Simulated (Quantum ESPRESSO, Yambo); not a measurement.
# BaTiO3 (P4mm): G0W0 in Yambo against the bands

Wanted: the cheapest bands that holds the gap of BaTiO3 (P4mm).

Main program and level: Yambo 5.3.0; PBE and many-body steps on it, plane waves.

## (1) Starting point

It takes space group P4mm (No. 99, tetragonal). Conventional cell: a = 3.990 Å, b = 3.990 Å, c = 4.023 Å, α = 90.00°, β = 90.00°, γ = 90.00°. Ba has 12 O at 2.80 to 2.87 Å nearest. Ti has 6 O at 1.84 to 2.18 Å nearest. Nearest to O lie 2 Ti at 1.84 to 2.18 Å and 4 Ba at 2.82 Å. Nearest to O lie 2 Ti at 2.00 Å and 4 Ba at 2.80 to 2.87 Å. Farther neighbours and most contacts between anions are not listed.

Structure file:

```xyz
5
Lattice="3.9905 0.0000 0.0000 0.0000 3.9905 0.0000 0.0000 0.0000 4.0230" Properties=species:S:1:pos:R:3 pbc="T T T"
Ba    0.0000    0.0000    0.0000
Ti    1.9952    1.9952    2.1000
O     1.9952    1.9952    3.9385
O     1.9952    0.0000    1.9632
O     0.0000    1.9952    1.9632
```

The cell and positions come from the Crystallography Open Database and are kept as given unless a step says otherwise. Spin-orbit coupling is left out unless a step names it.

## (2) 35 bands

This step: Yambo 5.3.0; G0W0 on PBE, plane waves, norm-conserving pseudopotentials.

G0W0 replaces the xc potential by the self-energy, built once from these orbitals. Only a window of levels is corrected, while the sums run over the empty bands that the input names.

The input, gw1.in:

```
HF_and_locXC
gw0
dyson
ppa
em1d
rim_cut
RandQpts= 1000000
RandGvec= 1 RL
EXXRLvcs= 76 Ry
VXCRLvcs= 304 Ry
Chimod= "HARTREE"
% BndsRnXp
 1 | 35 |
%
NGsBlkXp= 9 Ry
% LongDrXp
 1 | 1 | 1 |
%
% GbndRnge
 1 | 35 |
%
DysSolver= "n"
ExtendOut
PPAPntXp= 27.21138 eV
% QPkrange
 18 | 18 | 19 | 22 |
 1 | 1 | 19 | 22 |
%
```

Started as:

```bash
$ OMP_NUM_THREADS=1 mpirun -n 4 yambo -F gw1.in -J gw1 -C gw1 > gw1.log
```

The log of the run:

```text
 Yambo, version 5.3.0

 [02] CORE Variables Setup
 =========================

  [... cell, symmetries and grids as in the set-up ...]

  [02.05] Energies & Occupations
  ==============================

  [X] === General ===
  [X] Electronic Temperature                        :  0.000000  0.000000 [eV K]
  [X] Bosonic    Temperature                        :  0.000000  0.000000 [eV K]
  [X] Finite Temperature mode                       : no
  [X] El. density                                   :  0.62439E+24 [cm-3]
  [X] Fermi Level                                   :  10.49564 [eV]

  [X] === Gaps and Widths ===
  [X] Conduction Band Min                           :  1.851171 [eV]
  [X] Valence Band Max                              :  0.000000 [eV]
  [X] Filled Bands                                  :  20
  [X] Empty Bands                                   :   21  287
  [X] Direct Gap                                    :  2.221732 [eV]
  [X] Direct Gap localized at k                     :  1
  [X] Indirect Gap                                  :  1.851171 [eV]
  [X] Indirect Gap between kpts                     :  18   1
  [X] Last valence band width                       :  0.967689 [eV]
  [X] 1st conduction band width                     :  2.396446 [eV]

 [03] Transferred momenta grid and indexing
 ==========================================

 IBZ Q-points                                      :  18
 BZ  Q-points                                      :   64

 K/Q-points units:
 rlu = crystal or reduced units; cc = cartesian coordinates; iku = interal k-units

 Q [ 1]         [rlu]:  0.000000  0.000000  0.000000
 Q [ 2]         [rlu]:  0.000000  0.000000  0.250000
 Q [ 3]         [rlu]:  0.000000  0.000000 -0.500000
 Q [ 4]         [rlu]:  0.000000  0.250000  0.000000
 Q [ 5]         [rlu]:  0.000000  0.250000  0.250000
 Q [ 6]         [rlu]:  0.000000  0.250000 -0.500000
 Q [ 7]         [rlu]:  0.000000 -0.500000  0.000000
 Q [ 8]         [rlu]:  0.000000 -0.500000  0.250000
 Q [ 9]         [rlu]:  0.000000 -0.500000 -0.500000
 Q [10]         [rlu]:  0.250000  0.250000  0.000000
     [... 6 further rows ...]
 Q [17]         [rlu]: -0.500000 -0.500000  0.250000
 Q [18]         [rlu]: -0.500000 -0.500000 -0.500000

 [04] Coloumb potential Random Integration (RIM)
 ===============================================

  [04.01] RIM initialization
  ==========================

  * Diagonal components only detected *

  8 x (sBL volume)        :  0.071722 [a.u.]
  sBZ random points       :  1000000
  Points outside the sBZ  :   7992674
  RL volume               :  0.573772 [a.u.]
  Integrated volume       :  0.574298 [a.u.]

  [04.02] RIM integrals
  =====================

  Gamma point sphere radius             :  0.075365 [a.u.]
  Points outside the sphere             :   799811
  [Int_sBZ(q=0) 1/q^2]*(Vol_sBZ)^(-1/3) =:  7.678270
                                 should be <:  7.795600

  Summary of Coulomb integrals for non-metallic bands |Q|[au] RIM/Bare

  Q [1] 0.100000E-4 0.984949 * Q [2] 0.206618 1.046119
  Q [4] 0.208303 1.052505 * Q [5] 0.293396 1.049018
  Q [10] 0.294585 1.050977 * Q [11] 0.359821 1.035731
  Q [3] 0.413236 1.019402 * Q [7] 0.416606 1.019496
  Q [6] 0.462768 1.018035 * Q [8] 0.465029 1.017337
  Q [13] 0.465780 1.017829 * Q [12] 0.507488 1.016008
  Q [14] 0.509551 1.015385 * Q [9] 0.586792 1.011894
  Q [16] 0.589170 1.011790 * Q [15] 0.622667 1.010825
  Q [17] 0.624350 1.010447 * Q [18] 0.719643 1.008389

 [WARNING] [Xp] User bands 1-35 break level degeneracy

 [05] Dipoles
 ============

  [05.01] Setup: observables and procedures
  =========================================

  [WARNING] [x,Vnl] slows the Dipoles computation. To neglect it rename the ns.kb_pp file

 [06] Dynamic Dielectric Matrix (PPA)
 ====================================

 [WR./gw1//ndb.pp]---------------------------------------------------------------
  Brillouin Zone Q/K grids (IBZ/BZ)                :   18   64   18   64
  RL vectors                                       :   5983 [WF]
[...]
X matrix size                                    :  203
  X band range                                     :    1   35
  X e/h energy range                               : -1.000000 -1.000000 [eV]
  X Time ordering                                  : R
  X Hxc Kernel                                     : HARTREE
  X Drude frequency                                :  0.000000  0.000000
  X poles                                          :  100.0000 [o/o]
  RL vectors in the sum                            :   5983
  [r,Vnl] included                                 : yes
  Field direction                                  :  0.577350E-5  0.577350E-5  0.577350E-5
  BZ energy Double Grid                            : no
  BZ energy DbGd points                            : 0
  BZ Q point size factor                           : -1.000000
  X Optical Averaged directions                    : none

 [07] Local Exchange-Correlation + Non-Local Fock
 ================================================

 [VXC] Plane waves :   38715
 [EXS] Plane waves :   4897

 QP @ state[ 1 ] K range:  1  1
 QP @ state[ 1 ] b range:  19  22
 QP @ state[ 2 ] K range:  18  18
 QP @ state[ 2 ] b range:  19  22

 [xc] Functional : Perdew, Burke & Ernzerhof(X)+Perdew, Burke & Ernzerhof(C)
 [xc] LIBXC used to calculate xc functional
  PP Number of Atomic Species                      :  3
  NLCC RL compoments                               :   38715
  PP Number of Atomic Species                      :  3
  NLCC RL compoments                               :   38715

 [xc] E_xc :  -21.67922 [Ha]
      E_xc :  -43.35844 [Ry]

  Local XC kind (lXC) : Perdew, Burke & Ernzerhof(X)+Perdew, Burke & Ernzerhof(C)
  Non-Local XC kind (nlXC) : Hartree-Fock

  Corrections @ K [1] :  [eV]
 <19|nlXC|19> = -24.43206  0.17587E-16 <19|lXC|19> = -20.00498 -0.37763E-15
 <20|nlXC|20> = -24.43191 -0.27935E-17 <20|lXC|20> = -20.00498 -0.18882E-15
 <21|nlXC|21> = -11.39896  0.23850E-17 <21|lXC|21> = -18.77475  0.000000
 <22|nlXC|22> = -12.09061 -0.10896E-17 <22|lXC|22> = -19.06031  0.37763E-15

  Corrections @ K [18] :  [eV]
 <19|nlXC|19> = -24.90329  0.24303E-16 <19|lXC|19> = -19.96286 -0.37763E-15
 <20|nlXC|20> = -24.96123  0.24942E-17 <20|lXC|20> = -20.00654  0.18882E-15
 <21|nlXC|21> = -13.09651 -0.83928E-18 <21|lXC|21> = -21.85264  0.000000
 <22|nlXC|22> = -13.21928  0.47049E-18 <22|lXC|22> = -21.85357 -0.18882E-15

  [07.01] Hartree-Fock occupations report
  =======================================

  [Hartree-Fock] === General ===
  [Hartree-Fock] Electronic Temperature             :  0.000000  0.000000 [eV K]
  [Hartree-Fock] Bosonic    Temperature             :  0.000000  0.000000 [eV K]
  [Hartree-Fock] Finite Temperature mode            : no
  [Hartree-Fock] El. density                        :  0.62439E+24 [cm-3]
  [Hartree-Fock] Fermi Level                        :  10.49564 [eV]

  [Hartree-Fock] === Gaps and Widths ===
  [Hartree-Fock] Conduction Band Min                :  1.925171 [eV]
  [Hartree-Fock] Valence Band Max                   : -0.036277 [eV]
  [Hartree-Fock] Filled Bands                       :  20
  [Hartree-Fock] Empty Bands                        :   21  287
  [Hartree-Fock] Direct Gap                         :  2.473257 [eV]
  [Hartree-Fock] Direct Gap localized at k          :  2
  [Hartree-Fock] Indirect Gap                       :  1.961449 [eV]
  [Hartree-Fock] Indirect Gap between kpts          :  17   2
  [Hartree-Fock] Last valence band width            :  4.918411 [eV]
  [Hartree-Fock] 1st conduction band width          :  11.07858 [eV]

 [08] Dyson equation: Newton solver
 ==================================

  [08.01] G0W0 (W PPA)
  ====================

  [  GW  ] Bands range     :    1   35
  [GW/PPA] G damping       :  0.100000 [eV]

  QP @ state[ 1 ] K range:  1  1
  QP @ state[ 1 ] b range:  19  22
  QP @ state[ 2 ] K range:  18  18
  QP @ state[ 2 ] b range:  19  22

   Sc/G bands                                       :    1   35
   Sc/G damping                                     :  0.100000 ev
   Sc bands terminator                              : no
   Sx RL components                                 :   4897

   QP @ state[ 1 ] K range                          :  1  1
   QP @ state[ 1 ] b range                          :  19  22
   QP @ state[ 2 ] K range                          :  18  18
   QP @ state[ 2 ] b range                          :  19  22
   GF energies kind                                 : Perdew, Burke & Ernzerhof(X)+Perdew, Burke & Ernzerhof(C)
   GF WF`s kind                                     : Perdew, Burke & Ernzerhof(X)+Perdew, Burke & Ernzerhof(C)
   Xs energies kind                                 : Perdew, Burke & Ernzerhof(X)+Perdew, Burke & Ernzerhof(C)
   Xs WF`s kind                                     : Perdew, Burke & Ernzerhof(X)+Perdew, Burke & Ernzerhof(C)

 [11] Game Over & Game summary
```

The job ended after 47 s (4 MPI ranks of Arm Neoverse V1, shared host; peak memory 2.1 GiB; 3.1 min of CPU time).

This step gave:

| Quantity | Value |
| --- | --- |
| G0W0 gap on the points computed | 3.579 eV |
| starting gap on the mesh | 1.851 eV |
| k of the valence top | -0.5, -0.5, -0.5 |
| k of the conduction bottom | 0, 0, 0 |
| least direct G0W0 gap on the computed points | 3.957 eV |
| Z at the valence top | 0.7430 |
| Z at the conduction bottom | 0.7652 |

The gap on the mesh goes from 1.85 eV to 3.58 eV, a correction of +1.73 eV.

## (3) 53 bands

gw2.in, as its differences from gw1.in of step 2:

```diff
@@ -12,3 +12,3 @@
 % BndsRnXp
- 1 | 35 |
+ 1 | 53 |
 %
@@ -19,3 +19,3 @@
 % GbndRnge
- 1 | 35 |
+ 1 | 53 |
 %
```

Started as:

```bash
$ OMP_NUM_THREADS=1 mpirun -n 4 yambo -F gw2.in -J gw2 -C gw2 > gw2.log
```

The log of the run:

```text
 Yambo, version 5.3.0

 [02] CORE Variables Setup
 =========================

  [... cell, symmetries and grids as in the set-up ...]

  [02.05] Energies & Occupations
  ==============================

  [X] === General ===
  [X] Electronic Temperature                        :  0.000000  0.000000 [eV K]
  [X] Bosonic    Temperature                        :  0.000000  0.000000 [eV K]
  [X] Finite Temperature mode                       : no
  [X] El. density                                   :  0.62439E+24 [cm-3]
  [X] Fermi Level                                   :  10.49564 [eV]

  [X] === Gaps and Widths ===
  [X] Conduction Band Min                           :  1.851171 [eV]
  [X] Valence Band Max                              :  0.000000 [eV]
  [X] Filled Bands                                  :  20
  [X] Empty Bands                                   :   21  287
  [X] Direct Gap                                    :  2.221732 [eV]
  [X] Direct Gap localized at k                     :  1
  [X] Indirect Gap                                  :  1.851171 [eV]
  [X] Indirect Gap between kpts                     :  18   1
  [X] Last valence band width                       :  0.967689 [eV]
  [X] 1st conduction band width                     :  2.396446 [eV]

 [03] Transferred momenta grid and indexing
 ==========================================

 IBZ Q-points                                      :  18
 BZ  Q-points                                      :   64

 K/Q-points units:
 rlu = crystal or reduced units; cc = cartesian coordinates; iku = interal k-units

 Q [ 1]         [rlu]:  0.000000  0.000000  0.000000
 Q [ 2]         [rlu]:  0.000000  0.000000  0.250000
 Q [ 3]         [rlu]:  0.000000  0.000000 -0.500000
[...]
[Hartree-Fock] El. density                        :  0.62439E+24 [cm-3]
  [Hartree-Fock] Fermi Level                        :  10.49564 [eV]

  [Hartree-Fock] === Gaps and Widths ===
  [Hartree-Fock] Conduction Band Min                :  1.925171 [eV]
  [Hartree-Fock] Valence Band Max                   : -0.036277 [eV]
  [Hartree-Fock] Filled Bands                       :  20
  [Hartree-Fock] Empty Bands                        :   21  287
  [Hartree-Fock] Direct Gap                         :  2.473257 [eV]
  [Hartree-Fock] Direct Gap localized at k          :  2
  [Hartree-Fock] Indirect Gap                       :  1.961449 [eV]
  [Hartree-Fock] Indirect Gap between kpts          :  17   2
  [Hartree-Fock] Last valence band width            :  4.918411 [eV]
  [Hartree-Fock] 1st conduction band width          :  11.07858 [eV]

 [08] Dyson equation: Newton solver
 ==================================

  [08.01] G0W0 (W PPA)
  ====================

  [  GW  ] Bands range     :    1   53
  [GW/PPA] G damping       :  0.100000 [eV]

  QP @ state[ 1 ] K range:  1  1
  QP @ state[ 1 ] b range:  19  22
  QP @ state[ 2 ] K range:  18  18
  QP @ state[ 2 ] b range:  19  22

   Sc/G bands                                       :    1   53
   Sc/G damping                                     :  0.100000 ev
   Sc bands terminator                              : no
   Sx RL components                                 :   4897

   QP @ state[ 1 ] K range                          :  1  1
   QP @ state[ 1 ] b range                          :  19  22
   QP @ state[ 2 ] K range                          :  18  18
   QP @ state[ 2 ] b range                          :  19  22
   GF energies kind                                 : Perdew, Burke & Ernzerhof(X)+Perdew, Burke & Ernzerhof(C)
   GF WF`s kind                                     : Perdew, Burke & Ernzerhof(X)+Perdew, Burke & Ernzerhof(C)
   Xs energies kind                                 : Perdew, Burke & Ernzerhof(X)+Perdew, Burke & Ernzerhof(C)
   Xs WF`s kind                                     : Perdew, Burke & Ernzerhof(X)+Perdew, Burke & Ernzerhof(C)

 [11] Game Over & Game summary
```

It took 87 s on 4 MPI ranks; peak memory 2.1 GiB; 5.7 min of CPU time.

Numbers from this step:

```yaml
g0w0_gap_on_the_points_computed: 3.413 eV
starting_gap_on_the_mesh: 1.851 eV
k_of_the_valence_top: -0.5, -0.5, -0.5
k_of_the_conduction_bottom: 0, 0, 0
least_direct_g0w0_gap_on_the_computed_points: 3.787 eV
z_at_the_valence_top: 0.7578
z_at_the_conduction_bottom: 0.7761
```

Against the run before, the gap moves by −0.166 eV.

## (4) 87 bands

gw3.in, as its differences from gw2.in of step 3:

```diff
@@ -12,3 +12,3 @@
 % BndsRnXp
- 1 | 53 |
+ 1 | 87 |
 %
@@ -19,3 +19,3 @@
 % GbndRnge
- 1 | 53 |
+ 1 | 87 |
 %
```

Started as:

```bash
$ OMP_NUM_THREADS=1 mpirun -n 4 yambo -F gw3.in -J gw3 -C gw3 > gw3.log
```

The log of the run:

```text
 Yambo, version 5.3.0

 [02] CORE Variables Setup
 =========================

  [... cell, symmetries and grids as in the set-up ...]

  [02.05] Energies & Occupations
  ==============================

  [X] === General ===
  [X] Electronic Temperature                        :  0.000000  0.000000 [eV K]
  [X] Bosonic    Temperature                        :  0.000000  0.000000 [eV K]
  [X] Finite Temperature mode                       : no
  [X] El. density                                   :  0.62439E+24 [cm-3]
[...]
QP @ state[ 1 ] b range                          :  19  22
   QP @ state[ 2 ] K range                          :  18  18
   QP @ state[ 2 ] b range                          :  19  22
   GF energies kind                                 : Perdew, Burke & Ernzerhof(X)+Perdew, Burke & Ernzerhof(C)
   GF WF`s kind                                     : Perdew, Burke & Ernzerhof(X)+Perdew, Burke & Ernzerhof(C)
   Xs energies kind                                 : Perdew, Burke & Ernzerhof(X)+Perdew, Burke & Ernzerhof(C)
   Xs WF`s kind                                     : Perdew, Burke & Ernzerhof(X)+Perdew, Burke & Ernzerhof(C)

 [11] Game Over & Game summary
```

Wall time 2.7 min (4 MPI ranks); peak memory 2.1 GiB; 11 min of CPU time.

This step gave:

```yaml
g0w0_gap_on_the_points_computed: 3.379 eV
starting_gap_on_the_mesh: 1.851 eV
k_of_the_valence_top: -0.5, -0.5, -0.5
k_of_the_conduction_bottom: 0, 0, 0
least_direct_g0w0_gap_on_the_computed_points: 3.767 eV
```

Against the run before, the gap moves by −0.034 eV.

[end of part 1 of 2]

[Paths, hosts, dates, memory and timing lines, banners, echoed tables and standing remarks are left out of the program output.]

[Logs are printed without paths, hosts, clocks, repeated set-up lines and the standing remarks that a program may print on its own settings, such as how far it seeks lower states.]

[Runs of the session that timed out or met a known fault of the program may be left out.]

[Hosts, paths, dates, database ids (printed as entryN), source tags and the programs' standing remarks are cut or masked in the printed files.]
